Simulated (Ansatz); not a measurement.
## Work function of Li(100): what the settings cost and change

Aim: the work function of Li(100) across levels of theory at one geometry.

Method: plane-wave DFT, PBE, Ansatz PAW, in the first sound run; inputs show where later runs differ, in Ansatz 0.2.0.

**1. The structure**

The cell holds 7 atoms: 7 Li. Its edges and angles: a = 3.490 Å, b = 3.490 Å, c = 28.470 Å, α = 90.0°, β = 90.0°, γ = 90.0°. Vacuum lies along c.

**2. Run, setting PBE, Ansatz PAW (420 eV)**

A work function rests on the faint tail of the density, so the SCF threshold is tight. PBE on the default files comes first; the next runs keep the geometry and change functional or files, each at the cutoff that its files recommend; a relaxation and, for heavy metals, spin-orbit coupling close the ladder.

Input file input.yaml:

```yaml
crystal:
  lattice:
    - [3.49, 0.0, 0.0]
    - [0.0, 3.49, 0.0]
    - [0.0, 0.0, 28.47]
  atoms:
    - { symbol: Li, position: [0.0, 0.0, 0.3161222339] }
    - { symbol: Li, position: [0.5, 0.5, 0.3774148226] }
    - { symbol: Li, position: [0.0, 0.0, 0.4387074113] }
    - { symbol: Li, position: [0.5, 0.5, 0.5] }
    - { symbol: Li, position: [0.0, 0.0, 0.5612925887] }
    - { symbol: Li, position: [0.5, 0.5, 0.6225851774] }
    - { symbol: Li, position: [0.0, 0.0, 0.6838777661] }
kpoints:
  mp_grid: { grid: [12, 12, 1] }
hamiltonian:
  xc: pbe
scf:
  occupations: { method: fermi_dirac, width: 0.1 }
  convergence: { dr2_threshold: 1.0e-09 }
efield:
  axis: 3
  dipole_correction: true
  ramp_position: 0.97
  ramp_width: 0.06
output:
  write_potential: true
  write_density: true
  volumetric_format: npy
  elf: true
```

Started as:

```
ansatz run input.yaml --threads 2 --pin off --max-ram 3072MiB --backend cpu --events-out ev --progress --plain --runs-dir out
```

What it wrote:

```text
Engine: ansatz 0.2.0, x86_64-unknown-linux-gnu
Pseudopotentials: kind: paw
Pseudopotential: Li, paw, valence charge 3, recommended cutoff 420 eV (normal), Li.paw.azcp
Functional definition: PBE
  parameter kappa = 0.804
  parameter beta = 0.066725
  exchange = pbe_x(kappa = kappa, mu = beta*pi^2/3)
  correlation = pbe_c(beta = beta)
Crystal: 7 atoms, lattice volume = 346.767 Å³
Basis set: ecut = 420 eV, 6699 PW (Γ)
Bands: 18, of which v1, the nominal top of the filled ones, is band 11 counted from 1 (10 counted from 0)
Symmetry: 8 space group operations
k-points: 28 of 144
Non-local potential: Li, projectors of the file, l = 0: 3, l = 1: 2, l = 2: 1
PAW form: soft (Blöchl's): semilocal exchange-correlation on the pseudo side does not see the compensation charge
PAW one-centre angular grid: Li, 110 points (default); XC on 64 Gauss nodes
Initial density: superposition of atomic densities (neutral atoms: chi_scale 0, normalization atom), corrected by the library's trained network
Initial wavefunctions: pseudopotential atomic-orbital guess
Functional: x = pbe(κ = 0.804, μ = 0.219515), c = pbe(β = 0.066725)
SCF iter   1: F=—  HF=-1432.141910 eV  |F-HF|=—  |Δ(HF+E_count)|=         —  Δρ=4.79e-4  dr2=2.09e-2  ethr=1.77e-3  p=0.000 e·Å  D=3.27e-14 V/Å  ΔV_dip=-0.00 eV  dr2_dipole=3.07e-9  V_vac-E_F(+/−)=2.89/2.89 eV  ⟨swp⟩=9.4  Hψ=3489  notcnv=0
efield: sawtooth ramp at fractional position 0.9700 (set: `efield.ramp_position`, or a place that a band, a saddle search or an elastic batch's reference lends), width 0.0600; the density the first Hamiltonian is built on has a dipole p = 0.000 e·Å; the dipole correction subtracts the counter field D = 3.27e-14 V/Å, which shifts the + side's vacuum level by -0.00 eV against the − side's; the planar-averaged density in the ramp window peaks in size at 1.0e-5 e/Å³
preconditioner: auto → LDOS  [metal: Δε(μ)=0.045 eV  Ē_g=3.455 eV  σ=0.100 eV  W_gap=0.11  n_scr=14 (ndim 8)  ℏωp=5.3 eV  f_vac=0.474  D(μ)=3.85/eV (n_scr^D=12)  β→1.0]
SCF iter   2: F=—  HF=-1432.140058 eV  |F-HF|=—  |Δ(HF+E_count)|=   1.85e-3  Δρ=1.64e-4  dr2=2.92e-4  ethr=9.97e-5  p=-0.000 e·Å  D=-5.18e-7 V/Å  ΔV_dip=0.00 eV  dr2_dipole=7.57e-9  V_vac-E_F(+/−)=3.01/3.01 eV  ⟨swp⟩=1.5  Hψ=760  notcnv=0
SCF iter   3: F=—  HF=-1432.140193 eV  |F-HF|=—  |Δ(HF+E_count)|=   1.35e-4  Δρ=4.22e-5  dr2=3.20e-5  ethr=1.39e-6  p=0.000 e·Å  D=7.45e-7 V/Å  ΔV_dip=-0.00 eV  dr2_dipole=1.42e-9  V_vac-E_F(+/−)=3.03/3.03 eV  ⟨swp⟩=1.9  Hψ=600  notcnv=0
SCF iter   4: F=—  HF=-1432.140202 eV  |F-HF|=—  |Δ(HF+E_count)|=   8.81e-6  Δρ=9.32e-6  dr2=1.17e-6  ethr=1.52e-7  p=0.000 e·Å  D=5.72e-8 V/Å  ΔV_dip=-0.00 eV  dr2_dipole=2.93e-10  V_vac-E_F(+/−)=3.03/3.03 eV  ⟨swp⟩=1.6  Hψ=526  notcnv=0
SCF iter   5: F=—  HF=-1432.140217 eV  |F-HF|=—  |Δ(HF+E_count)|=   1.49e-5  Δρ=2.30e-6  dr2=9.74e-8  ethr=5.59e-9  p=0.000 e·Å  D=1.25e-8 V/Å  ΔV_dip=-0.00 eV  dr2_dipole=4.54e-11  V_vac-E_F(+/−)=3.03/3.03 eV  ⟨swp⟩=2.0  Hψ=603  notcnv=0
SCF iter   6: F=—  HF=-1432.140217 eV  |F-HF|=—  |Δ(HF+E_count)|=   4.88e-8  Δρ=5.22e-7  dr2=2.60e-9  ethr=4.64e-10  p=0.000 e·Å  D=6.46e-9 V/Å  ΔV_dip=-0.00 eV  dr2_dipole=2.71e-12  V_vac-E_F(+/−)=3.04/3.04 eV  ⟨swp⟩=2.0  Hψ=575  notcnv=0
SCF iter   7: F=-1432.140217 eV  HF=-1432.140217 eV  |F-HF|=2.46e-11  |Δ(HF+E_count)|=   2.62e-9  Δρ=1.26e-7  dr2=1.18e-10  ethr=4.76e-12  p=-0.000 e·Å  D=-9.00e-10 V/Å  ΔV_dip=0.00 eV  dr2_dipole=9.84e-15  V_vac-E_F(+/−)=3.04/3.04 eV  ⟨swp⟩=4.6  Hψ=1558  notcnv=0
SCF 1 converged in 7 iterations: F = -1432.140217 eV  dr2 = 1.18e-10
  greatest PAW one-centre occupation: 1.000 electrons in one spin orbital (limit 2), on the Li atom at site 6 (counted from 0), in its partial waves of l = 0
WARN: The output density's exchange-correlation potential varies sharply where the density is thin. Do not read a vacuum level from v_tot or v_xc, or from such a field of the output density. On a cell that repeats whose density bears no net charge and no dipole along the vacuum's axis use v_es (v_loc + v_h of the components); under efield.dipole_correction with no amplitude use v_es + v_field, which holds any externa [...]
SCF converged after 7 iterations
Free energy (F): -1432.140217 eV
Harris-Foulkes:  -1432.140217 eV  (|F-HF|=2.46e-11)
Internal energy: -1432.015407 eV  (E = F + TS)
E sigma→0 (E₀):  -1432.077812 eV
Entropy (-TS):   -0.124810 eV (-17.830 meV/atom)
Fermi energy:    -1.263077 eV
Dipole field:    D = 0.000000 V/Å  (p = 0.000000 e·Å, saw-weighted, corrected)
Work function:   Φ+ = 3.0356 eV   Φ− = 3.0356 eV
Levels:          The Fermi level and band energies are counted from a zero that moves with the ramp; work functions are not
--- Per-component energies (eV) ---
  E_band       = -690.682071
  E_kinetic    = 146.014385
  E_local      = -6039.680367  (includes V_loc(G=0)·N_el)
  E_nonlocal   = -232.969204
  E_hartree    = 2806.488000
  E_xc         = -68.884373
  E_vxc        = -88.620023  (∫ρ·V_xc dr)
  E_paw        = -146.980153  (= ΣΔE_a)
  E_vpaw       = -88.403123  (= ΣTr[D̂ρ^β])
  E_aug_tail   = 0.000103  (compensation charges beyond the density's cutoff)
  E_efield     = 0.000000  (sawtooth field / dipole correction)
  E_vefield    = 0.000000  (∫n·V_field dr)
  E_ewald      = 2103.996202
  E_smearing   = -0.124810  (= −TS)
  E_closure    = -0.000000  (closes the sum)
  Σ components = -1432.140217   (vs F -1432.140217, Δ=0.00e0)
--- Band table (eV; the first three rows and the last of 28) ---
  k-point 0: bands = [... 7 lower, -4.6370, -4.2255, -3.5131, -2.5634, -1.5298, -0.5007, 0.6167, 1.5947, ... 3 higher]
  k-point 1: bands = [... 7 lower, -4.5723, -4.1607, -3.4484, -2.4985, -1.4639, -0.4342, 0.6808, 1.6602, ... 3 higher]
  k-point 2: bands = [... 7 lower, -4.3776, -3.9664, -3.2549, -2.3061, -1.2727, -0.2490, 0.8425, 1.7823, ... 3 higher]
  k-point 27: bands = [... 7 lower, -0.8359, -0.8359, -0.3208, -0.3208, 0.5795, 0.5795, 1.8014, 1.8356, ... 3 higher]
```

It took 10 s on 2 threads of Intel Xeon 6975P-C (Granite Rapids), shared host; peak memory 0.57 GiB.

The column dr2 measures how far the density is from self-consistency, as an energy; F and HF (Harris–Foulkes) agree once it is small.

Read from the output:

* energy at zero smearing: -1432.0778 eV
* work function, upper face: 3.036 eV

Running mean over 1.745 Å of the planar mean; the ramp of the sawtooth is left out. Table of electron's electrostatic potential energy less the Fermi level by z:

| z (Å) | electron's electrostatic potential energy less the Fermi level (eV) |
| --- | --- |
| 3.5 | 3.04 |
| 4.0 | 3.03 |
| 4.5 | 3.03 |
| 5.0 | 3.03 |
| 5.5 | 3.01 |
| 6.0 | 2.97 |
| 6.5 | 2.88 |
| 7.0 | 2.66 |
| 7.5 | 2.16 |
| 8.0 | 1.05 |
| 8.5 | -0.253 |
| 9.0 | -0.777 |
| 9.5 | -0.804 |
| 10.0 | -0.703 |
| 10.5 | -0.629 |
| 11.0 | -0.609 |
| 11.5 | -0.612 |
| 12.0 | -0.611 |
| 12.5 | -0.603 |
| 13.0 | -0.599 |
| 13.5 | -0.601 |
| 14.0 | -0.605 |
| 14.5 | -0.605 |
| 15.0 | -0.601 |
| 15.5 | -0.599 |
| 16.0 | -0.604 |
| 16.5 | -0.611 |
| 17.0 | -0.612 |
| 17.5 | -0.609 |
| 18.0 | -0.632 |
| 18.5 | -0.709 |
| 19.0 | -0.808 |
| 19.5 | -0.765 |
| 20.0 | -0.198 |
| 20.5 | 1.13 |
| 21.0 | 2.20 |
| 21.5 | 2.68 |
| 22.0 | 2.89 |
| 22.5 | 2.98 |
| 23.0 | 3.01 |
| 23.5 | 3.03 |
| 24.0 | 3.03 |
| 24.5 | 3.03 |
| 25.0 | 3.04 |

Electrostatic potential energy in the ca plane at fractional y = 0.000, with atoms of Li within 0.2 Å of it. With pseudopotentials it is smooth inside the atoms' cores, unlike the true potential.

Values in eV, 5 rows by 16 columns, each cell a mean:
```
-18  -7   1  -7 -17   0   0 -17  -7   1  -7 -18  -2   1   2   2
 -2   0   1   0  -1   1   1  -1   0   1   0  -2   0   2   2   2
  1   1   1   1   1   1   1   1   1   1   1   1   1   2   2   2
 -4  -1   1  -1  -3   1   1  -3  -1   1  -1  -4   0   1   2   2
-23 -10   1 -10 -22  -1  -1 -22 -10   1 -10 -23  -2   1   2   2
```
Columns run along c (16.0 Å, from fractional 0.30 to 0.86 of the cell; values clipped at the 3rd and 97th percentile), rows up along a (3.5 Å). Atoms in or near the plane, at fractional coordinates: Li at (0.32, 0.00), Li at (0.44, 0.00), Li at (0.56, 0.00), Li at (0.68, 0.00).

Valence density in the ca plane at fractional y = 0.000, with atoms of Li within 0.2 Å of it. It is the smooth field of the valence electrons, not physical close to the nuclei.

Values in e/Å³, 5 rows by 16 columns, each cell a mean:
```
1.5 0.2 0.1 0.3 1.5 0.1 0.1 1.5 0.3 0.1 0.2 1.5 0.0 0.0 0.0 0.0
0.0 0.1 0.1 0.1 0.1 0.1 0.1 0.1 0.1 0.1 0.1 0.0 0.0 0.0 0.0 0.0
0.0 0.1 0.1 0.1 0.1 0.1 0.1 0.1 0.1 0.1 0.1 0.0 0.0 0.0 0.0 0.0
0.1 0.1 0.1 0.1 0.1 0.1 0.1 0.1 0.1 0.1 0.1 0.1 0.0 0.0 0.0 0.0
2.8 0.5 0.1 0.5 2.8 0.1 0.1 2.8 0.5 0.1 0.5 2.8 0.0 0.0 0.0 0.0
```
Columns run along c (16.0 Å, from fractional 0.30 to 0.86 of the cell), rows up along a (3.5 Å). Atoms in or near the plane, at fractional coordinates: Li at (0.32, 0.00), Li at (0.44, 0.00), Li at (0.56, 0.00), Li at (0.68, 0.00).

ELF in the ca plane at fractional y = 0.000, with atoms of Li within 0.2 Å of it. It is the smooth field of the valence electrons, not physical close to the nuclei.

Ten even steps from '0' (0.02 × 1e-1) to '9' (9.87 × 1e-1), each cell a mean:
```
39820465204971156511794025640289300110000000
01102666410100356530010146662011001211000000
21246666542123566653212456666421234321000000
67777666666566666666656666667777665421000000
77777666666666666666666666667777765421000000
54567666654445666665444566667654554321000000
00014666520001466641000256664100012211000000
15501566301530256520351036651055100110000000
59940465207991156511997025640499500110000000
```
Columns run along c (16.0 Å, from fractional 0.30 to 0.86 of the cell), rows up along a (3.5 Å). Atoms in or near the plane, at fractional coordinates: Li at (0.32, 0.00), Li at (0.44, 0.00), Li at (0.56, 0.00), Li at (0.68, 0.00).

The work function is 3.036 eV.

**3. Slab**

This step: plane-wave DFT, LDA, Ansatz PAW (Ansatz 0.2.0).

input.yaml: that of step 2 with these lines changed.

```diff
@@ -16,3 +16,3 @@
 hamiltonian:
-  xc: pbe
+  xc: lda
 scf:
@@ -29,2 +29 @@
   volumetric_format: npy
-  elf: true
```

What it wrote:

```text
[...]
Crystal: 7 atoms, lattice volume = 346.767 Å³
Basis set: ecut = 420 eV, 6699 PW (Γ)
Bands: 18, of which v1, the nominal top of the filled ones, is band 11 counted from 1 (10 counted from 0)
Symmetry: 8 space group operations
k-points: 28 of 144
[...]
k-point 1: bands = [... 7 lower, -4.6035, -4.2013, -3.4999, -2.5612, -1.5449, -0.5438, 0.5547, 1.5902, ... 3 higher]
  k-point 2: bands = [... 7 lower, -4.4122, -4.0102, -3.3095, -2.3718, -1.3558, -0.3596, 0.7134, 1.6878, ... 3 higher]
  k-point 27: bands = [... 7 lower, -0.9427, -0.9427, -0.4313, -0.4313, 0.4667, 0.4667, 1.7281, 1.7281, ... 3 higher]
[key lines of the parts left out:]
SCF converged after 7 iterations
Free energy (F): -1410.686614 eV
Fermi energy:    -1.348103 eV
Dipole field:    D = -0.000000 V/Å  (p = -0.000000 e·Å, saw-weighted, corrected)
Work function:   Φ+ = 3.1157 eV   Φ− = 3.1156 eV
```

The job ended after 11 s (2 threads; peak memory 0.55 GiB; 21 s of CPU time).

The work function is 3.116 eV, +0.080 eV from the run “PBE, Ansatz PAW (420 eV)”, at 1.1 times its CPU time.

**4. Run**

This step: plane-wave DFT, PBEsol, Ansatz PAW (Ansatz 0.2.0).

input.yaml: that of step 3 with these lines changed.

```diff
@@ -16,3 +16,3 @@
 hamiltonian:
-  xc: lda
+  xc: pbesol
 scf:
```

What it wrote:

```text
[...]
Crystal: 7 atoms, lattice volume = 346.767 Å³
Basis set: ecut = 420 eV, 6699 PW (Γ)
Bands: 18, of which v1, the nominal top of the filled ones, is band 11 counted from 1 (10 counted from 0)
Symmetry: 8 space group operations
k-points: 28 of 144
[...]
k-point 1: bands = [... 7 lower, -4.5745, -4.1642, -3.4514, -2.5026, -1.4760, -0.4534, 0.6714, 1.6978, ... 3 higher]
  k-point 2: bands = [... 7 lower, -4.3802, -3.9702, -3.2582, -2.3103, -1.2844, -0.2678, 0.8311, 1.8072, ... 3 higher]
  k-point 27: bands = [... 7 lower, -0.8449, -0.8449, -0.3279, -0.3279, 0.5768, 0.5768, 1.7984, 1.8296, ... 3 higher]
[key lines of the parts left out:]
SCF converged after 7 iterations
Free energy (F): -1420.283951 eV
Fermi energy:    -1.270077 eV
Dipole field:    D = 0.000000 V/Å  (p = 0.000000 e·Å, saw-weighted, corrected)
Work function:   Φ+ = 3.0582 eV   Φ− = 3.0581 eV
```

Elapsed: 11 s, on 2 threads; peak memory 0.58 GiB; 22 s of CPU time.

The work function is 3.058 eV, +0.023 eV from the run “PBE, Ansatz PAW (420 eV)”, at 1.1 times its CPU time.

**5. Slab**

This step: plane-wave DFT, RPBE, Ansatz PAW (Ansatz 0.2.0).

input.yaml: that of step 4 with these lines changed.

```diff
@@ -16,3 +16,3 @@
 hamiltonian:
-  xc: pbesol
+  xc: rpbe
 scf:
```

What it wrote:

```text
[...]
Crystal: 7 atoms, lattice volume = 346.767 Å³
Basis set: ecut = 420 eV, 6699 PW (Γ)
Bands: 18, of which v1, the nominal top of the filled ones, is band 11 counted from 1 (10 counted from 0)
Symmetry: 8 space group operations
k-points: 28 of 144
[...]
k-point 1: bands = [... 7 lower, -4.5419, -4.1262, -3.4101, -2.4572, -1.4156, -0.3730, 0.7329, 1.6285, ... 3 higher]
  k-point 2: bands = [... 7 lower, -4.3461, -3.9307, -3.2155, -2.2639, -1.2238, -0.1875, 0.8993, 1.7732, ... 3 higher]
  k-point 27: bands = [... 7 lower, -0.7791, -0.7791, -0.2619, -0.2619, 0.6391, 0.6391, 1.8496, 1.8891, ... 3 higher]
[key lines of the parts left out:]
SCF converged after 7 iterations
Free energy (F): -1437.473327 eV
Fermi energy:    -1.213594 eV
Dipole field:    D = 0.000000 V/Å  (p = 0.000000 e·Å, saw-weighted, corrected)
Work function:   Φ+ = 2.9930 eV   Φ− = 2.9930 eV
```

Elapsed: 11 s, on 2 threads; peak memory 0.57 GiB; 21 s of CPU time.

The work function is 2.993 eV, -0.043 eV from the run “PBE, Ansatz PAW (420 eV)”, at 1.1 times its CPU time.

**6. Run**

This step: plane-wave DFT, r2SCAN, Ansatz PAW (Ansatz 0.2.0).

input.yaml: that of step 5 with these lines changed.

```diff
@@ -16,3 +16,3 @@
 hamiltonian:
-  xc: rpbe
+  xc: r2scan
 scf:
```

What it wrote:

```text
[...]
Crystal: 7 atoms, lattice volume = 346.767 Å³
Basis set: ecut = 500 eV, 8799 PW (Γ), exchange–correlation on 108×108×864 points (64 copies of the dense FFT grid, shifted against one another)
Bands: 18, of which v1, the nominal top of the filled ones, is band 11 counted from 1 (10 counted from 0)
Symmetry: 8 space group operations
k-points: 28 of 144
[...]
k-point 1: bands = [... 7 lower, -4.8708, -4.4162, -3.6315, -2.5909, -1.4631, -0.3312, 0.8856, 1.9149, ... 3 higher]
  k-point 2: bands = [... 7 lower, -4.6563, -4.2021, -3.4181, -2.3783, -1.2514, -0.1268, 1.0629, 2.0531, ... 3 higher]
  k-point 27: bands = [... 7 lower, -0.7458, -0.7458, -0.1823, -0.1823, 0.8024, 0.8024, 2.0512, 2.0994, ... 3 higher]
[key lines of the parts left out:]
SCF converged after 8 iterations
Free energy (F): -1435.271038 eV
Fermi energy:    -1.231471 eV
Dipole field:    D = 0.000000 V/Å  (p = 0.000000 e·Å, saw-weighted, corrected)
Work function:   Φ+ = 3.0276 eV   Φ− = 3.0276 eV
```

The job ended after 25 s (2 threads; peak memory 0.73 GiB; 48 s of CPU time).

The work function is 3.028 eV, -0.008 eV from the run “PBE, Ansatz PAW (420 eV)”, at 2.5 times its CPU time.

**7. Slab**

This step: plane-wave DFT, PBE, JTH PAW (Ansatz 0.2.0).

input.yaml: that of step 6 with these lines changed.

```diff
@@ -16,3 +16,4 @@
 hamiltonian:
-  xc: r2scan
+  xc: pbe
+  pseudopotentials: { kind: paw, source: jth }
 scf:
```

What it wrote:

```text
[...]
k-point 1: bands = [... 7 lower, -4.5779, -4.1667, -3.4546, -2.5046, -1.4699, -0.4400, 0.6752, 1.6544, ... 3 higher]
  k-point 2: bands = [... 7 lower, -4.3834, -3.9724, -3.2611, -2.3123, -1.2786, -0.2548, 0.8369, 1.7767, ... 3 higher]
  k-point 27: bands = [... 7 lower, -0.8431, -0.8431, -0.3273, -0.3273, 0.5742, 0.5742, 1.8005, 1.8339, ... 3 higher]
[key lines of the parts left out:]
SCF converged after 9 iterations
Free energy (F): -1432.122827 eV
Fermi energy:    -1.269344 eV
Dipole field:    D = -0.000000 V/Å  (p = -0.000001 e·Å, saw-weighted, corrected)
Work function:   Φ+ = 3.0352 eV   Φ− = 3.0352 eV
```

Elapsed: 69 s, on 2 threads; peak memory 1.7 GiB.

The work function is 3.035 eV, -0.000 eV from the run “PBE, Ansatz PAW (420 eV)”, at 6.9 times its CPU time.

**8. Run**

This step: plane-wave DFT, PBE, norm-conserving (Ansatz 0.2.0).

input.yaml: that of step 7 with these lines changed.

```diff
@@ -17,3 +17,3 @@
   xc: pbe
-  pseudopotentials: { kind: paw, source: jth }
+  pseudopotentials: { kind: nc }
 scf:
```

What it wrote:

```text
[...]
Crystal: 7 atoms, lattice volume = 346.767 Å³
Basis set: ecut = 1034.032677 eV, 26097 PW (Γ)
Bands: 18, of which v1, the nominal top of the filled ones, is band 11 counted from 1 (10 counted from 0)
Symmetry: 8 space group operations
k-points: 28 of 144
[...]
k-point 1: bands = [... 7 lower, -4.6038, -4.1927, -3.4808, -2.5311, -1.4967, -0.4673, 0.6476, 1.6267, ... 3 higher]
  k-point 2: bands = [... 7 lower, -4.4093, -3.9985, -3.2874, -2.3388, -1.3054, -0.2821, 0.8093, 1.7488, ... 3 higher]
  k-point 27: bands = [... 7 lower, -0.8690, -0.8690, -0.3540, -0.3540, 0.5464, 0.5464, 1.7677, 1.8017, ... 3 higher]
[key lines of the parts left out:]
SCF converged after 11 iterations
Free energy (F): -1377.467769 eV
Fermi energy:    -1.296037 eV
Dipole field:    D = 0.000000 V/Å  (p = 0.000000 e·Å, saw-weighted, corrected)
Work function:   Φ+ = 3.0349 eV   Φ− = 3.0349 eV
```

The job ended after 54 s (2 threads; peak memory 1.2 GiB).

The work function is 3.035 eV, -0.001 eV from the run “PBE, Ansatz PAW (420 eV)”, at 5.4 times its CPU time.

**9. Run**

This step: plane-wave DFT, LDA, norm-conserving (Ansatz 0.2.0).

input.yaml: that of step 8 with these lines changed.

```diff
@@ -16,3 +16,3 @@
 hamiltonian:
-  xc: pbe
+  xc: lda
   pseudopotentials: { kind: nc }
```

What it wrote:

```text
[...]
Crystal: 7 atoms, lattice volume = 346.767 Å³
Basis set: ecut = 1006.821291 eV, 25047 PW (Γ)
Bands: 18, of which v1, the nominal top of the filled ones, is band 11 counted from 1 (10 counted from 0)
Symmetry: 8 space group operations
k-points: 28 of 144
[...]
k-point 1: bands = [... 7 lower, -4.6333, -4.2312, -3.5297, -2.5907, -1.5739, -0.5728, 0.5257, 1.5608, ... 3 higher]
  k-point 2: bands = [... 7 lower, -4.4419, -4.0401, -3.3393, -2.4012, -1.3848, -0.3885, 0.6845, 1.6587, ... 3 higher]
  k-point 27: bands = [... 7 lower, -0.9713, -0.9713, -0.4598, -0.4598, 0.4384, 0.4384, 1.7001, 1.7001, ... 3 higher]
[key lines of the parts left out:]
SCF converged after 11 iterations
Free energy (F): -1354.659841 eV
Fermi energy:    -1.377245 eV
Dipole field:    D = -0.000000 V/Å  (p = -0.000000 e·Å, saw-weighted, corrected)
Work function:   Φ+ = 3.1148 eV   Φ− = 3.1148 eV
```

It took 47 s on 2 threads; peak memory 1.2 GiB.

The work function is 3.115 eV, +0.079 eV from the run “PBE, Ansatz PAW (420 eV)”, at 4.7 times its CPU time.

(Continued in part 2 of 2.)

[Long decimals in the printed logs are rounded to 6 places.]

[Logs are printed without paths, hosts, clocks, repeated set-up lines and the standing remarks that a program may print on its own settings, such as how far it seeks lower states.]

[Hosts, paths, dates, database ids (printed as entryN), source tags and the programs' standing remarks are cut or masked in the printed files.]

[Maps of the electrostatic potential energy from Ansatz leave out the sawtooth potential of an applied field or a dipole correction, so their vacuum need not be flat; planar profiles and work functions include it.]
